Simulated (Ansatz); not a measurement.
Rows from a G0W0 calculation on WS2 (2H monolayer) (Ansatz 0.2.0; G0W0 on LDA, plane waves, PAW; PAW set soft_1; 9×9×1 mesh, 148 empty bands, screening to 41 eV, PAW set soft_1 files), in eV. Spin-orbit coupling is left out.

| row | k | band | start | Σx | Σc at the solution | Vxc |
| --- | --- | --- | --- | --- | --- | --- |
| A | (0.333, 0.333, 0.000) | c1 | -3.958 | -15.857 | -3.205 | -20.325 |
| B | (0.111, 0.222, 0.000) | c2 | -3.036 | -14.694 | -3.861 | -19.778 |
| C | (0.333, 0.333, 0.000) | c2 | -2.647 | -11.968 | -3.983 | -17.129 |
| D | (0.111, 0.222, 0.000) | v1 | -6.888 | -19.520 | 1.562 | -18.244 |
| E | (0.333, 0.333, 0.000) | v1 | -5.945 | -18.898 | 0.749 | -18.528 |
| F | (0.111, 0.222, 0.000) | c1 | -3.834 | -13.135 | -3.321 | -17.560 |

Work out each quasiparticle level and how far it moved.

The quasiparticle equation reads E = start + Σx + Σc(E) − Vxc.

```
row  E (eV)  shift (eV)
  A  -2.695      +1.263
  B  -1.813      +1.223
  C  -1.469      +1.178
  D  -6.601      +0.286
  E  -5.567      +0.378
  F  -2.730      +1.104
```

The gap over the computed points goes from 1.99 eV to 2.84 eV.

Limits: not at the basis limit; coarse mesh for a sheet; no spin-orbit coupling.

[Paths, hosts, dates, memory and timing lines, banners, echoed tables and standing remarks are left out of the program output.]

[Logs are printed without paths, hosts, clocks, repeated set-up lines and the standing remarks that a program may print on its own settings, such as how far it seeks lower states.]

[Runs of the session that timed out or met a known fault of the program may be left out.]

[Cells called generated may have been cut or substituted from an entry of the Crystallography Open Database or the Materials Project.]

[Hosts, paths, dates, database ids (printed as entryN), source tags and the programs' standing remarks are cut or masked in the printed files.]
